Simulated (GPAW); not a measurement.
**CaGaSnH (P3m1): one start, several treatments of the self-energy**

How much does the gap of CaGaSnH (P3m1) depend on the approximation to the self-energy?

Method: LDA and many-body steps on it, plane waves, in GPAW 26.7.0.

Most raw output is cut from this account.

## (1) The starting structure

Symmetry: P3m1, No. 156, trigonal system. The conventional cell has a = 4.385 Å, b = 4.385 Å, c = 4.968 Å, α = 90.00°, β = 90.00°, γ = 120.00°. Ca has 3 H at 2.54 Å nearest. Nearest to Ga lie 1 H at 1.73 Å and 3 Sn at 2.67 Å. Nearest to Sn lie 3 Ga at 2.67 Å. H has 1 Ga at 1.73 Å and 3 Ca at 2.54 Å nearest. Farther neighbours are not listed.

Coordinates:

```cif
data_structure
_symmetry_space_group_name_H-M 'P3m1'
_symmetry_Int_Tables_number 156
_cell_length_a 4.3852
_cell_length_b 4.3852
_cell_length_c 4.9679
_cell_angle_alpha 90.000
_cell_angle_beta 90.000
_cell_angle_gamma 120.000
_cell_volume 82.73
loop_
_atom_site_label
_atom_site_type_symbol
_atom_site_symmetry_multiplicity
_atom_site_Wyckoff_symbol
_atom_site_fract_x
_atom_site_fract_y
_atom_site_fract_z
_atom_site_occupancy
Ca1 Ca 1 b 0.33333 0.66667 0.00000 1
Ga1 Ga 1 a 0.00000 0.00000 0.61640 1
Sn1 Sn 1 c 0.66667 0.33333 0.44650 1
H1 H 1 a 0.00000 0.00000 0.96400 1
```

The cell and positions come from the Crystallography Open Database and are kept as given unless a step says otherwise.

## (2) Empty states on the mesh, 3×3×2 mesh, 288 bands

This step: GPAW 26.7.0; DFT, LDA, plane waves, PAW.

The sums over transitions need many empty states on a uniform mesh; this step solves for them.

Contents of run.py:

```python
import json
import numpy as np
from gpaw.mpi import world
from gpaw import GPAW

calc = GPAW('gs.gpw').fixed_density(kpts={'size': (3, 3, 2), 'gamma': True},
    parallel={'domain': 1, 'band': 1},
    txt='nscf.txt')
calc.diagonalize_full_hamiltonian(nbands=288)
calc.write('full.gpw', mode='all')
res = {}
kpts = calc.get_ibz_k_points()
res['kpts'] = kpts
res['eigenvalues'] = [calc.get_eigenvalues(kpt=k) for k in range(len(kpts))]
res['n_electrons'] = calc.get_number_of_electrons()

if world.rank == 0:
    with open('result.json', 'w') as f:
        json.dump(res, f, default=lambda x: x.tolist())
```

Started as:

```console
> mpirun -n 4 gpaw python run.py
```

It took 43 s on 4 MPI ranks of Arm Neoverse V1, shared host; peak memory 2.6 GiB; 2.9 min of CPU time.

This step gave:

```
gap                                                           : 0.1830 eV
k of the valence top                                          : 0, 0, 0.5
k of the conduction bottom                                    : 0.3333, 0.3333, 0
least direct gap                                              : 0.6255 eV
k points computed                                             : 6
lowest point of the top converged band, above the valence top : 116.6249 eV
```

On this mesh the gap is 0.183 eV.

## (3) G0W0, Godby-Needs plasmon pole

Now the one-shot GW correction: screening in the RPA, then the self-energy of the levels asked for.

This step: G0W0 on LDA, plane waves, PAW.

Contents of run.py:

```python
import json
import numpy as np
from gpaw.mpi import world
from gpaw.response.g0w0 import G0W0

gw = G0W0('full.gpw',
    filename='gw',
    kpts=[0, 1, 4],
    bands=(12, 16),
    ecut=78,
    nbands=129,
    integrate_gamma='WS',
    ppa=True)
gw.calculate()
res = {mode: {k: v for k, v in r.items() if k != 'sigma_eskwn'}
       for mode, r in gw.all_results.items()}

if world.rank == 0:
    with open('result.json', 'w') as f:
        json.dump(res, f, default=lambda x: x.tolist())
```

Started as:

```console
> mpirun -n 4 gpaw python run.py
```

Run time: 20 s. Hardware: 4 MPI ranks; peak memory 1.4 GiB; 82 s of CPU time.

Numbers from this step:

| Quantity | Value |
| --- | --- |
| G0W0 gap on the points computed | 0.6768 eV |
| least direct G0W0 gap on the computed points | 1.532 eV |
| Z at the valence top | 0.7867 |
| Z at the conduction bottom | 0.7832 |
| starting gap on the mesh | 0.1830 eV |
| k of the valence top | 0, 0, 0.5 |
| k of the conduction bottom | 0.3333, 0.3333, 0 |

The gap on the mesh goes from 0.18 eV to 0.68 eV, a correction of +0.49 eV.

## (4) One-shot HSE06

This step: one-shot HSE06 levels on LDA orbitals, plane waves, PAW.

Contents of run.py:

```python
import json
import numpy as np
from gpaw.mpi import world
from gpaw.hybrids.eigenvalues import non_self_consistent_eigenvalues

dft, vxc, vxc_hyb = non_self_consistent_eigenvalues('full.gpw', 'HSE06', 12, 16, kpt_indices=[0, 1, 4])
res = {'dft': dft[0], 'hybrid': (dft - vxc + vxc_hyb)[0]}
if world.rank == 0:
    with open('hybrid.txt', 'w') as f:
        for k, e0, e1 in zip([0, 1, 4], res['dft'], res['hybrid']):
            print(k, ' '.join(f'{x:9.4f}' for x in e0), '|', ' '.join(f'{x:9.4f}' for x in e1), file=f)

if world.rank == 0:
    with open('result.json', 'w') as f:
        json.dump(res, f, default=lambda x: x.tolist())
```

Started as:

```console
> mpirun -n 4 gpaw python run.py
```

Wall time 3.3 s (4 MPI ranks); peak memory 0.48 GiB.

This step gave:

```yaml
starting_gap_on_the_mesh: 0.1830 eV
hybrid_gap_on_the_mesh: 0.7595 eV
least_direct_hybrid_gap_on_the_computed_points: 1.447 eV
```

## (5) G0W0, extrapolated in the cutoff

This step: G0W0 on LDA, plane waves, PAW.

Contents of run.py:

```python
import json
import numpy as np
from gpaw.mpi import world
from gpaw.response.g0w0 import G0W0

gw = G0W0('full.gpw',
    filename='gw',
    kpts=[0, 1, 4],
    bands=(12, 16),
    ecut=130.0,
    integrate_gamma='WS',
    ppa=True,
    ecut_extrapolation=True)
gw.calculate()
res = {mode: {k: v for k, v in r.items() if k != 'sigma_eskwn'}
       for mode, r in gw.all_results.items()}

if world.rank == 0:
    with open('result.json', 'w') as f:
        json.dump(res, f, default=lambda x: x.tolist())
```

Started as:

```console
> mpirun -n 4 gpaw python run.py
```

The job ended after 1.9 min (4 MPI ranks; peak memory 1.7 GiB).

This step gave:

| Property | Result |
| --- | --- |
| quasiparticle gap on the points computed | 0.7748 eV |
| least direct quasiparticle gap on the computed points | 1.503 eV |
| Z at the valence top | 0.7852 |
| Z at the conduction bottom | 0.7815 |
| starting gap on the mesh | 0.1830 eV |
| k of the valence top | 0, 0, 0.5 |
| k of the conduction bottom | 0.3333, 0.3333, 0 |
| gaps at the cutoffs of the extrapolation | 0.7252, 0.7306, 0.7351 eV |

Against G0W0 in GPAW (3×3×2 mesh, 129 bands, screening to 78 eV, Godby-Needs plasmon pole), the gap moves by +0.098 eV.

## (6) One-shot PBE0

This step: one-shot PBE0 levels on LDA orbitals, plane waves, PAW.

Contents of run.py:

```python
import json
import numpy as np
from gpaw.mpi import world
from gpaw.hybrids.eigenvalues import non_self_consistent_eigenvalues

dft, vxc, vxc_hyb = non_self_consistent_eigenvalues('full.gpw', 'PBE0', 12, 16, kpt_indices=[0, 1, 4])
res = {'dft': dft[0], 'hybrid': (dft - vxc + vxc_hyb)[0]}
if world.rank == 0:
    with open('hybrid.txt', 'w') as f:
        for k, e0, e1 in zip([0, 1, 4], res['dft'], res['hybrid']):
            print(k, ' '.join(f'{x:9.4f}' for x in e0), '|', ' '.join(f'{x:9.4f}' for x in e1), file=f)

if world.rank == 0:
    with open('result.json', 'w') as f:
        json.dump(res, f, default=lambda x: x.tolist())
```

Started as:

```console
> mpirun -n 4 gpaw python run.py
```

Run time: 3.5 s. Hardware: 4 MPI ranks; peak memory 0.46 GiB; 14 s of CPU time.

Numbers from this step:

* starting gap on the mesh: 0.1830 eV
* hybrid gap on the mesh: 1.391 eV
* least direct hybrid gap on the computed points: 2.139 eV

## (7) G0W0, full frequency, Hilbert transform

This step: G0W0 on LDA, plane waves, PAW.

Contents of run.py:

```python
import json
import numpy as np
from gpaw.mpi import world
from gpaw.response.g0w0 import G0W0

gw = G0W0('full.gpw',
    filename='gw',
    kpts=[0, 1, 4],
    bands=(12, 16),
    ecut=78,
    nbands=129,
    integrate_gamma='WS',
    frequencies={'type': 'nonlinear', 'domega0': 0.1, 'omega2': 15.0},
    eta=0.1,
    nblocksmax=True)
gw.calculate()
res = {mode: {k: v for k, v in r.items() if k != 'sigma_eskwn'}
       for mode, r in gw.all_results.items()}

if world.rank == 0:
    with open('result.json', 'w') as f:
        json.dump(res, f, default=lambda x: x.tolist())
```

Started as:

```console
> mpirun -n 4 gpaw python run.py
```

Elapsed: 40 s, on 4 MPI ranks; peak memory 1.6 GiB; 2.7 min of CPU time.

Numbers from this step:

```yaml
g0w0_gap_on_the_points_computed: 0.7086 eV
least_direct_g0w0_gap_on_the_computed_points: 1.523 eV
starting_gap_on_the_mesh: 0.1830 eV
k_of_the_valence_top: 0, 0, 0.5
k_of_the_conduction_bottom: 0.3333, 0.3333, 0
```

Against G0W0 in GPAW (3×3×2 mesh, 129 bands, screening to 78 eV, Godby-Needs plasmon pole), the gap moves by +0.032 eV.

## (8) Side by side

Times are wall times on 4 MPI ranks of Arm Neoverse V1, shared host, good to a factor of about two.

```tsv
run	mesh	bands	screening cutoff (eV)	DFT gap (eV)	gap on the mesh (eV)	direct (eV)	time
G0W0, Godby-Needs plasmon pole	3×3×2	129	78	0.183	0.677	1.532	20 s
one-shot HSE06	3×3×2	-	-	0.183	0.760	1.447	3.3 s
G0W0, extrapolated in the cutoff	3×3×2	-	130	0.183	0.775	1.503	1.9 min
one-shot PBE0	3×3×2	-	-	0.183	1.391	2.139	3.5 s
G0W0, full frequency, Hilbert transform	3×3×2	129	78	0.183	0.709	1.523	40 s
```

## (9) Outcome

- G0W0, Godby-Needs plasmon pole: 0.677 eV
- one-shot HSE06: 0.760 eV
- G0W0, extrapolated in the cutoff: 0.775 eV
- one-shot PBE0: 1.391 eV
- G0W0, full frequency, Hilbert transform: 0.709 eV
- known limits: not at the basis limit; no spin-orbit coupling; coarse k mesh

What this shows: One-shot HSE06: +0.083 eV against G0W0, Godby-Needs plasmon pole. G0W0, extrapolated in the cutoff: +0.098 eV against G0W0, Godby-Needs plasmon pole, at other bands or cutoff, so not like for like. One-shot PBE0: +0.714 eV against G0W0, Godby-Needs plasmon pole. G0W0, full frequency, Hilbert transform: +0.032 eV against G0W0, Godby-Needs plasmon pole. One-shot hybrid levels are evaluated on the LDA orbitals. Bands and cutoff are finite, so the gap is not at the basis limit. The miss can reach some tenths of an eV and take either sign; the mesh is an error of its own. These stock PAW sets were not made for GW; the filled d or f shell of Ga lies in the frozen core, which bears on start and correction. In the G0W0 runs levels were corrected at 3 k points alone, so a gap called «on the mesh» is the least over those, and an edge elsewhere would be missed. The 3×3×2 mesh is coarse for this cell, which bears on the long-range parts of exchange and screening. The many-body steps are scalar-relativistic: spin-orbit coupling is not in them.

[Paths, hosts, dates, memory and timing lines, banners, echoed tables and standing remarks are left out of the program output.]

[Logs are printed without paths, hosts, clocks, repeated set-up lines and the standing remarks that a program may print on its own settings, such as how far it seeks lower states.]

[Runs of the session that timed out or met a known fault of the program may be left out.]

[Hosts, paths, dates, database ids (printed as entryN), source tags and the programs' standing remarks are cut or masked in the printed files.]
